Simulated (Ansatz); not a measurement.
# Sr5P3BrO12 (P6_3/m) (84 atoms) under strain

Aim: relax Sr5P3BrO12 (P6_3/m) (84 atoms), then change its volume and shape to read moduli from the stress.

Main program and level: Ansatz 0.2.0; Kohn-Sham DFT, r2SCAN, PAW (set soft_2), plane waves.

### Step 1. Set-up

The cell holds 84 atoms: 20 Sr, 12 P, 4 Br and 48 O. Cell: a = 9.972 Å, b = 9.972 Å, c = 14.428 Å, α = 90.0°, β = 90.0°, γ = 120.0°. It derives from Sr5P3BrO12 (P6_3/m), repeated 1×1×2. Sr5P3BrO12, space group P6_3/m, structure from the Crystallography Open Database, 1 x 1 x 2 conventional cells; every coordinate displaced by a Gaussian of 0.06 Å.

What the set-up can't give: Sampling is at Γ alone.

### Step 2. Single point at the start

A single point comes first, to see the forces before anything moves.

Contents of input.yaml:

```yaml
crystal:
  lattice:
    - [9.972, 0.0, 0.0]
    - [-4.986, 8.63601, 0.0]
    - [0.0, 0.0, 14.428]
  atoms:
    - { symbol: Sr, position: [0.3249, 0.66148, 0.99815] }
    - { symbol: Sr, position: [0.67454, 0.3457, 0.25128] }
    - { symbol: Sr, position: [0.65189, 0.3221, 0.4963] }
    - { symbol: Sr, position: [0.33868, 0.66095, 0.24942] }
    - { symbol: Sr, position: [0.24869, 0.98925, 0.12748] }
    - { symbol: Sr, position: [0.00363, 0.26431, 0.12552] }
    - { symbol: Sr, position: [0.73514, 0.74605, 0.12232] }
    - { symbol: Sr, position: [0.73116, 0.01374, 0.368] }
    - { symbol: Sr, position: [0.99454, 0.72388, 0.3706] }
    - { symbol: Sr, position: [0.26337, 0.26118, 0.37332] }
    - { symbol: P, position: [0.4053, 0.36402, 0.12083] }
    - { symbol: P, position: [0.62577, 0.03262, 0.12747] }
    - { symbol: P, position: [0.97246, 0.59707, 0.12763] }
    - { symbol: P, position: [0.59108, 0.62354, 0.37869] }
    - { symbol: P, position: [0.37454, 0.97258, 0.37835] }
    - { symbol: P, position: [0.03817, 0.40816, 0.37493] }
    - { symbol: Br, position: [0.98882, 0.99213, 0.99778] }
    - { symbol: Br, position: [0.99861, 0.98775, 0.25365] }
    - { symbol: O, position: [0.33975, 0.49111, 0.12549] }
    - { symbol: O, position: [0.51177, 0.86106, 0.11783] }
    - { symbol: O, position: [0.13645, 0.64718, 0.11656] }
    - { symbol: O, position: [0.66296, 0.52381, 0.37742] }
    - { symbol: O, position: [0.48165, 0.13978, 0.37994] }
    - { symbol: O, position: [0.86349, 0.34588, 0.37922] }
    - { symbol: O, position: [0.59652, 0.46887, 0.12441] }
    - { symbol: O, position: [0.54712, 0.12914, 0.1264] }
    - { symbol: O, position: [0.87951, 0.40989, 0.12205] }
    - { symbol: O, position: [0.41379, 0.5384, 0.3783] }
    - { symbol: O, position: [0.48026, 0.89542, 0.37456] }
    - { symbol: O, position: [0.11642, 0.57489, 0.37305] }
    - { symbol: O, position: [0.36496, 0.27052, 0.03896] }
    - { symbol: O, position: [0.73076, 0.09169, 0.0331] }
    - { symbol: O, position: [0.91091, 0.63522, 0.03714] }
    - { symbol: O, position: [0.64181, 0.72579, 0.28837] }
    - { symbol: O, position: [0.26145, 0.90227, 0.28224] }
    - { symbol: O, position: [0.09974, 0.36955, 0.28956] }
    - { symbol: O, position: [0.6304, 0.72813, 0.46644] }
    - { symbol: O, position: [0.2674, 0.90882, 0.46] }
    - { symbol: O, position: [0.08997, 0.35057, 0.46588] }
    - { symbol: O, position: [0.36237, 0.27486, 0.20771] }
    - { symbol: O, position: [0.72882, 0.08077, 0.20783] }
    - { symbol: O, position: [0.91273, 0.64568, 0.20985] }
    - { symbol: Sr, position: [0.33821, 0.66729, 0.50747] }
    - { symbol: Sr, position: [0.66874, 0.33784, 0.74528] }
    - { symbol: Sr, position: [0.6761, 0.33826, 0.00278] }
    - { symbol: Sr, position: [0.33005, 0.66822, 0.75203] }
    - { symbol: Sr, position: [0.25198, 0.00119, 0.62844] }
    - { symbol: Sr, position: [0.01052, 0.26307, 0.61466] }
    - { symbol: Sr, position: [0.7418, 0.74827, 0.62546] }
    - { symbol: Sr, position: [0.74876, 0.01972, 0.87608] }
    - { symbol: Sr, position: [0.98057, 0.72838, 0.87168] }
    - { symbol: Sr, position: [0.26848, 0.25668, 0.88416] }
    - { symbol: P, position: [0.40533, 0.36864, 0.61529] }
    - { symbol: P, position: [0.62356, 0.01779, 0.6257] }
    - { symbol: P, position: [0.96811, 0.60408, 0.62678] }
    - { symbol: P, position: [0.59374, 0.62292, 0.87894] }
    - { symbol: P, position: [0.37121, 0.95224, 0.87403] }
    - { symbol: P, position: [0.03735, 0.40426, 0.8791] }
    - { symbol: Br, position: [0.98837, 0.99907, 0.50573] }
    - { symbol: Br, position: [0.0008, 0.99118, 0.7465] }
    - { symbol: O, position: [0.3433, 0.47823, 0.62742] }
    - { symbol: O, position: [0.51455, 0.863, 0.62507] }
    - { symbol: O, position: [0.13866, 0.65297, 0.62575] }
    - { symbol: O, position: [0.65316, 0.51948, 0.87663] }
    - { symbol: O, position: [0.46256, 0.12822, 0.87817] }
    - { symbol: O, position: [0.85993, 0.34281, 0.87163] }
    - { symbol: O, position: [0.58664, 0.46167, 0.62231] }
    - { symbol: O, position: [0.54473, 0.13039, 0.63583] }
    - { symbol: O, position: [0.87503, 0.41601, 0.6307] }
    - { symbol: O, position: [0.40696, 0.52427, 0.86998] }
    - { symbol: O, position: [0.46128, 0.8741, 0.8677] }
    - { symbol: O, position: [0.10711, 0.57893, 0.8782] }
    - { symbol: O, position: [0.34539, 0.26667, 0.53509] }
    - { symbol: O, position: [0.75171, 0.11058, 0.53844] }
    - { symbol: O, position: [0.91019, 0.64608, 0.53844] }
    - { symbol: O, position: [0.63921, 0.73307, 0.79681] }
    - { symbol: O, position: [0.26344, 0.90961, 0.78894] }
    - { symbol: O, position: [0.09633, 0.35626, 0.77898] }
    - { symbol: O, position: [0.63743, 0.72034, 0.9599] }
    - { symbol: O, position: [0.27512, 0.90197, 0.97034] }
    - { symbol: O, position: [0.08618, 0.35146, 0.96308] }
    - { symbol: O, position: [0.35729, 0.27149, 0.71944] }
    - { symbol: O, position: [0.74379, 0.08708, 0.7118] }
    - { symbol: O, position: [0.91167, 0.64963, 0.71611] }
kpoints:
  mp_grid: { grid: [1, 1, 1] }
hamiltonian:
  xc: r2scan
scf:
  occupations: { method: gaussian, width: 0.05 }
output:
  forces: true
```

Started as:

```
> ansatz run input.yaml --threads 4 --pin off --max-ram 8192MiB --backend cpu --events-out ev --progress --plain --runs-dir out
```

Numbers of over 12 decimals in the logs are rounded to 6 here.

The log of the run:

```text
[...]
Pseudopotentials: kind: paw
Pseudopotential: Sr, paw, valence charge 10, recommended cutoff 500 eV (meta_gga), Sr.paw.azcp
Pseudopotential: P, paw, valence charge 5, recommended cutoff 500 eV (meta_gga), P.paw.azcp
Pseudopotential: Br, paw, valence charge 7, recommended cutoff 500 eV (meta_gga), Br.paw.azcp
Pseudopotential: O, paw, valence charge 6, recommended cutoff 500 eV (meta_gga), O.paw.azcp
[... 6 lines on functional and potentials left out ...]
Crystal: 84 atoms, lattice volume = 1242.515 Å³
Basis set: ecut = 500 eV, 31505 PW (Γ), exchange–correlation on 300×300×432 points (64 copies of the dense FFT grid, shifted against one another)
Bands: 372, of which v1, the nominal top of the filled ones, is band 288 counted from 1 (287 counted from 0)
Symmetry: 1 space group operations
Space group: P1 (ITA 1), of the structure as read, at distance tolerance 1.1e-4 Å
k-points: 1
[... 13 lines on functional and potentials left out ...]
Initial density: superposition of atomic densities (neutral atoms: chi_scale 0, normalization atom), corrected by the library's trained network
Initial wavefunctions: pseudopotential atomic-orbital guess
[...]
SCF iter   1: F=—  HF=-118801.235688 eV  |F-HF|=—  |Δ(HF+E_count)|=         —  Δρ=7.43e-3  dr2=7.37e-1  dr2_τ=6.42e0  ethr=1.77e-3  ⟨swp⟩=9.0  Hψ=2149  notcnv=0  defer=66
preconditioner: auto → Resta (q_TF=auto, 2.400 Å⁻¹)  ε∞=3.1  [insulator: Δε(μ)=5.045 eV  Ē_g=16.908 eV  σ=0.050 eV  W_gap=1.00  n_scr=298 (ndim 8)  ℏωp=24.4 eV  f_vac=0.008  D(μ)=0.00/eV (n_scr^D=0)  ε∞_Penn≈3.1]
SCF iter   2: F=—  HF=-118803.435367 eV  |F-HF|=—  |Δ(HF+E_count)|=    2.20e0  Δρ=4.39e-3  dr2=1.37e-1  dr2_τ=2.08e-2  ethr=1.28e-4  ⟨swp⟩=3.0  Hψ=714  notcnv=0  defer=75
SCF iter   3: F=—  HF=-118803.419961 eV  |F-HF|=—  |Δ(HF+E_count)|=   1.54e-2  Δρ=1.20e-3  dr2=1.46e-2  dr2_τ=2.72e-3  ethr=2.38e-5  ⟨swp⟩=2.0  Hψ=453  notcnv=0  defer=36
automatic band count: iteration 3 solves 333 bands in place of 372: the levels show a gap, and the empty bands left out lie too high to hold charge; the band table lists the bands solved (type scf.n_extra_bands for more)
SCF iter   4: F=—  HF=-118803.419691 eV  |F-HF|=—  |Δ(HF+E_count)|=   2.71e-4  Δρ=4.40e-4  dr2=1.70e-3  dr2_τ=3.46e-4  ethr=2.53e-6  ⟨swp⟩=2.0  Hψ=565  notcnv=0  defer=36
SCF iter   5: F=—  HF=-118803.419588 eV  |F-HF|=—  |Δ(HF+E_count)|=   1.03e-4  Δρ=1.70e-4  dr2=2.57e-4  dr2_τ=4.70e-5  ethr=2.95e-7  ⟨swp⟩=3.0  Hψ=611  notcnv=0  defer=36
SCF iter   6: F=—  HF=-118803.419632 eV  |F-HF|=—  |Δ(HF+E_count)|=   4.42e-5  Δρ=3.81e-5  dr2=1.68e-5  dr2_τ=3.65e-6  ethr=4.46e-8  ⟨swp⟩=3.0  Hψ=585  notcnv=0  defer=36
SCF iter   7: F=—  HF=-118803.422690 eV  |F-HF|=—  |Δ(HF+E_count)|=   3.06e-3  Δρ=1.78e-5  dr2=3.07e-6  dr2_τ=4.69e-7  ethr=2.92e-9  ⟨swp⟩=3.0  Hψ=650  notcnv=0  defer=36
SCF iter   8: F=—  HF=-118803.422690 eV  |F-HF|=—  |Δ(HF+E_count)|=   2.96e-7  Δρ=6.35e-6  dr2=4.30e-7  dr2_τ=7.74e-8  ethr=5.34e-10  ⟨swp⟩=3.0  Hψ=615  notcnv=0  defer=36
SCF iter   9: F=-118803.422690 eV  HF=-118803.422690 eV  |F-HF|=1.40e-9  |Δ(HF+E_count)|=   5.60e-8  Δρ=1.57e-6  dr2=3.13e-8  dr2_τ=4.00e-9  ethr=1.74e-11  ⟨swp⟩=5.0  Hψ=1290  notcnv=0
SCF 1 converged in 9 iterations: F = -118803.422690 eV  dr2 = 3.13e-8
[...]
SCF converged after 9 iterations
Free energy (F): -118803.422690 eV
Harris-Foulkes:  -118803.422690 eV  (|F-HF|=1.40e-9)
Internal energy: -118803.422690 eV  (E = F + TS)
E sigma→0 (E₀):  -118803.422690 eV
Fermi energy:    8.873440 eV
--- Per-component energies (eV) ---
[...]
Σ components = -118803.422690   (vs F -118803.422690, Δ=0.00e0)
--- Forces (eV/Å), atoms counted from 1 ---
  atom   1  Sr     0.38895305     0.27759643    -0.14662674
  atom   2  Sr    -0.01760096    -0.14126624    -0.67324370
  atom   3  Sr     1.30289910     0.47616990     1.49065753
  atom   4  Sr    -0.15086242     0.40718640    -0.09160434
[...]
atom  84  O      0.40326194     0.00143346    -1.63596418
  max |Σ_I F_I| component: 3.50e-5 eV/Å
```

Run time: 32 s. Hardware: 4 threads of Arm Neoverse V2, shared host; peak memory 3.5 GiB.

The r.m.s. force at the start is 2.4 eV/Å.

### Step 3. Cell and atoms relaxed

Cell and atoms are freed together, to release stress as well as forces.

Contents of input.yaml:

```yaml
crystal:
  lattice:
    - [9.972, 0.0, 0.0]
    - [-4.986, 8.63601, 0.0]
    - [0.0, 0.0, 14.428]
  atoms:
    [... the 84 atom lines of step 2 ...]
kpoints:
  mp_grid: { grid: [1, 1, 1] }
hamiltonian:
  xc: r2scan
scf:
  occupations: { method: gaussian, width: 0.05 }
output:
  forces: true
relax:
  f_tol: 0.05
  max_steps: 150
  cell: {}
```

The log of the run:

```text
[...]
Crystal: 84 atoms, lattice volume = 1242.515 Å³
Basis set: ecut = 500 eV, 31505 PW (Γ), exchange–correlation on 300×300×432 points (64 copies of the dense FFT grid, shifted against one another)
Bands: 372, of which v1, the nominal top of the filled ones, is band 288 counted from 1 (287 counted from 0)
Symmetry: 1 space group operations
[...]
k-points: 1
[...]
SCF iter   1: F=—  HF=-118801.235686 eV  |F-HF|=—  |Δ(HF+E_count)|=         —  Δρ=7.43e-3  dr2=7.37e-1  dr2_τ=6.42e0  ethr=1.77e-3  ⟨swp⟩=9.0  Hψ=2149  notcnv=0  defer=66
[...]
SCF iter   9: F=-118803.422690 eV  HF=-118803.422690 eV  |F-HF|=1.41e-9  |Δ(HF+E_count)|=   5.61e-8  Δρ=1.57e-6  dr2=3.13e-8  dr2_τ=4.01e-9  ethr=1.74e-11  ⟨swp⟩=5.0  Hψ=1290  notcnv=0
SCF 1 converged in 9 iterations: F = -118803.422690 eV  dr2 = 3.13e-8
[...]
relax step   1: F+E_penalty+E_count = -118803.42269013 eV  Δ(F+E_penalty+E_count) = +0.000e0 eV  max|allowed force component| = 1.786e1 eV/Å  Δτ_max = 0.0000 Å  P = +2.701 GPa  Ω = 1242.515 Å³  (9 SCF iters, dr2 threshold 1.00e-7 eV, accepted)
[...]
relax step   2: F+E_penalty+E_count = -118809.98416765 eV  Δ(F+E_penalty+E_count) = -6.561e0 eV  max|allowed force component| = 9.368e0 eV/Å  Δτ_max = 0.1949 Å  P = +0.447 GPa  Ω = 1251.319 Å³  energy of the carried Pulay correction = -3.194e-3 eV  (7 SCF iters, dr2 threshold 8.40e-6 eV, accepted)
[...]
relax step   3: F+E_penalty+E_count = -118813.20726879 eV  Δ(F+E_penalty+E_count) = -3.223e0 eV  max|allowed force component| = 3.440e-1 eV/Å  Δτ_max = 0.2000 Å  P = -0.101 GPa  Ω = 1249.466 Å³  energy of the carried Pulay correction = -2.524e-3 eV  (8 SCF iters, dr2 threshold 8.40e-6 eV, accepted)
[...]
relax step   4: F+E_penalty+E_count = -118813.35948958 eV  Δ(F+E_penalty+E_count) = -1.522e-1 eV  max|allowed force component| = 4.840e-2 eV/Å  Δτ_max = 0.1602 Å  P = +0.040 GPa  Ω = 1246.426 Å³  energy of the carried Pulay correction = -1.422e-3 eV  (7 SCF iters, dr2 threshold 7.40e-6 eV, accepted)
[...]
relax step   5: F+E_penalty+E_count = -118813.36211524 eV  Δ(F+E_penalty+E_count) = -2.626e-3 eV  max|allowed force component| = 3.382e-3 eV/Å  Δτ_max = 0.0166 Å  P = -0.003 GPa  Ω = 1246.901 Å³  energy of the carried Pulay correction = -1.594e-3 eV  (8 SCF iters, dr2 threshold 4.62e-8 eV, accepted)
[...]
relax step   6: F+E_penalty+E_count = -118813.36349799 eV  Δ(F+E_penalty+E_count) = -1.383e-3 eV  max|allowed force component| = 3.388e-3 eV/Å  Δτ_max = 0.0000 Å  P = -0.005 GPa  Ω = 1246.901 Å³  stress off target by 2.19e-2 GPa  SCF on the basis re-selected at this cell (its energy is not comparable with the rows above)  (6 SCF iters)
basis re-selected at this cell: Δ(F+E_penalty+E_count) = -1.383e-3 eV, ΔP = -0.002 GPa vs the last step (what re-selecting the basis moved, of the pressure what is left beyond the Pulay correction that the steps carried, after the strain that the cell walked since its last selection, [...]
SCF converged after 6 iterations
Free energy (F): -118813.363498 eV
[...]
Internal energy: -118813.363498 eV  (E = F + TS)
E sigma→0 (E₀):  -118813.363498 eV
Fermi energy:    8.583745 eV
[...]
Σ components = -118813.363498   (vs F -118813.363498, Δ=0.00e0)
--- Forces (eV/Å), atoms counted from 1 ---
  atom   1  Sr    -0.00068625     0.00003976    -0.00150192
  atom   2  Sr    -0.00192506     0.00074954    -0.00108924
  atom   3  Sr     0.00034790    -0.00022149     0.00244703
  atom   4  Sr    -0.00028099    -0.00200538     0.00246066
[...]
atom  84  O     -0.00082373     0.00107800     0.00214652
  max |Σ_I F_I| component: 9.76e-5 eV/Å
--- Stress (GPa, compression-positive) ---
       -0.003551      -0.015592       0.001159
       -0.015592      -0.007613       0.003583
        0.001159       0.003583      -0.002953
  P = ⅓ Tr σ = -0.0047 GPa (-0.047 kbar)
--- Relaxed structure (5 steps of the walk, 5 accepted, 1 SCFs on fresh bases) ---
  F+E_penalty+E_count = -118813.36349799 eV   max|allowed force component| = 3.388e-3 eV/Å   (the final SCF, on the basis selected at the relaxed cell)
  cell:  # Å, volume = 1246.9008 Å³
    - [9.995539, 0.00190074, -0.000387343]
    - [-4.996124, 8.655764, -0.000107872]
    - [-0.000560428, -0.000503782, 14.410287]
  atoms:
    - { symbol: Sr, position: [0.332957, 0.665972, 1.001127] }
    - { symbol: Sr, position: [0.666411, 0.332584, 0.251148] }
    - { symbol: Sr, position: [0.666304, 0.332667, 0.499145] }
    - { symbol: Sr, position: [0.333081, 0.666087, 0.249110] }
[...]
- { symbol: O, position: [0.908889, 0.639856, 0.712018] }
```

Wall time 3 min (4 threads); peak memory 3.5 GiB; 12 min of CPU time.

The relaxation converged after 5 steps, with a largest force component of 0.0034 eV/Å.

### Step 4. Single point at the relaxed geometry

One more single point at the end of the walk gives the fuller output and checks the residual forces.

Contents of input.yaml:

```yaml
crystal:
  lattice:
    - [9.99554, 0.0019, -0.00039]
    - [-4.99612, 8.65576, -0.00011]
    - [-0.00056, -0.0005, 14.41029]
  atoms:
    - { symbol: Sr, position: [0.33296, 0.66597, 0.00113] }
    - { symbol: Sr, position: [0.66641, 0.33258, 0.25115] }
    - { symbol: Sr, position: [0.6663, 0.33267, 0.49915] }
    - { symbol: Sr, position: [0.33308, 0.66609, 0.24911] }
    - { symbol: Sr, position: [0.25633, 0.99253, 0.12514] }
    - { symbol: Sr, position: [0.00647, 0.26277, 0.12516] }
    [... 72 atom lines left out ...]
    - { symbol: O, position: [0.64011, 0.73044, 0.96204] }
    - { symbol: O, position: [0.26848, 0.90861, 0.96207] }
    - { symbol: O, position: [0.09024, 0.35881, 0.9621] }
    - { symbol: O, position: [0.35905, 0.26809, 0.71204] }
    - { symbol: O, position: [0.73074, 0.08985, 0.71208] }
    - { symbol: O, position: [0.90889, 0.63986, 0.71202] }
kpoints:
  mp_grid: { grid: [1, 1, 1] }
hamiltonian:
  xc: r2scan
scf:
  occupations: { method: gaussian, width: 0.05 }
output:
  forces: true
  stress: true
  populations: intrinsic
  dos:
    method: { smearing: { sigma: 0.08 } }
    de: 0.1
    projected: { site_lists: { Br: [Br], O: [O], P: [P], Sr: [Sr] } }
  eigenvalues: true
  write_density: true
  write_potential: true
  volumetric_format: npy
  elf: true
```

The log of the run:

```text
[...]
Crystal: 84 atoms, lattice volume = 1246.901 Å³
Basis set: ecut = 500 eV, 31601 PW (Γ), exchange–correlation on 300×300×432 points (64 copies of the dense FFT grid, shifted against one another)
Bands: 372, of which v1, the nominal top of the filled ones, is band 288 counted from 1 (287 counted from 0)
Symmetry: 1 space group operations
[...]
k-points: 1
[...]
SCF iter   1: F=—  HF=-118811.181944 eV  |F-HF|=—  |Δ(HF+E_count)|=         —  Δρ=7.33e-3  dr2=6.98e-1  dr2_τ=6.04e0  ethr=1.77e-3  ⟨swp⟩=12.0  Hψ=2549  notcnv=0  defer=15
[...]
SCF iter   9: F=-118813.363494 eV  HF=-118813.363494 eV  |F-HF|=7.19e-9  |Δ(HF+E_count)|=   3.45e-8  Δρ=1.28e-6  dr2=1.95e-8  dr2_τ=1.97e-9  ethr=1.74e-11  ⟨swp⟩=25.0  Hψ=4265  notcnv=0
SCF 1 converged in 9 iterations: F = -118813.363494 eV  dr2 = 1.95e-8
[...]
SCF converged after 9 iterations
Free energy (F): -118813.363494 eV
[...]
Internal energy: -118813.363494 eV  (E = F + TS)
E sigma→0 (E₀):  -118813.363494 eV
Fermi energy:    8.583743 eV
[...]
--- Forces (eV/Å), atoms counted from 1 ---
  atom   1  Sr    -0.00119920     0.00011773    -0.00207973
  atom   2  Sr    -0.00184187     0.00106242    -0.00102412
  atom   3  Sr     0.00045298    -0.00019154     0.00144546
  atom   4  Sr    -0.00060744    -0.00220802     0.00241489
  atom   5  Sr     0.00238029    -0.00048928    -0.00012398
  atom   6  Sr    -0.00050328     0.00265015    -0.00018155
  atom   7  Sr    -0.00180955    -0.00072999     0.00152304
  atom   8  Sr    -0.00122565     0.00069150    -0.00008915
  atom   9  Sr    -0.00183162    -0.00176387     0.00010477
  atom  10  Sr     0.00112262    -0.00012196     0.00146626
  atom  11  P      0.00094682    -0.00334128     0.00079638
  atom  12  P      0.00149446    -0.00001909    -0.00302817
  atom  13  P      0.00628737    -0.00305562     0.00337374
  atom  14  P      0.00439237    -0.00546303     0.00316570
[...]
atom  83  O     -0.00015438     0.00039027    -0.00176517
  atom  84  O     -0.00051046     0.00035526     0.00224251
  max |Σ_I F_I| component: 9.13e-5 eV/Å
--- Stress (GPa, compression-positive) ---
       -0.004052      -0.016080       0.000897
       -0.016080      -0.007616       0.003529
        0.000897       0.003529      -0.003721
  P = ⅓ Tr σ = -0.0051 GPa (-0.051 kbar)
--- Band table (eV) ---
[...]
--- intrinsic populations: 84 sites ---
  site symbol       q [e]
     0     Sr      8.2625
     1     Sr      8.2625
     2     Sr      8.2625
[...]
83      O      7.1833
  spilling = 0.000000 (of n_electrons = 576.000000)
```

The job ended after 47 s (4 threads; peak memory 3.5 GiB).

Numbers from this run:

```yaml
free_energy: -118813.3635 eV
free_energy_per_atom: -1414.4448 eV/atom
scf_cycles: 9
pressure: -0.00513 GPa
r_m_s_force_component: 0.00193 eV/Å
longest_force: 0.0078 eV/Å
fermi_energy: 8.584 eV
spacing_of_highest_filled_and_lowest_empty_level: 5.9 eV
```

[end of part 1 of 2]

[Logs are printed without paths, hosts, clocks, repeated set-up lines and the standing remarks that a program may print on its own settings, such as how far it seeks lower states.]

[Hosts, paths, dates, database ids (printed as entryN), source tags and the programs' standing remarks are cut or masked in the printed files.]
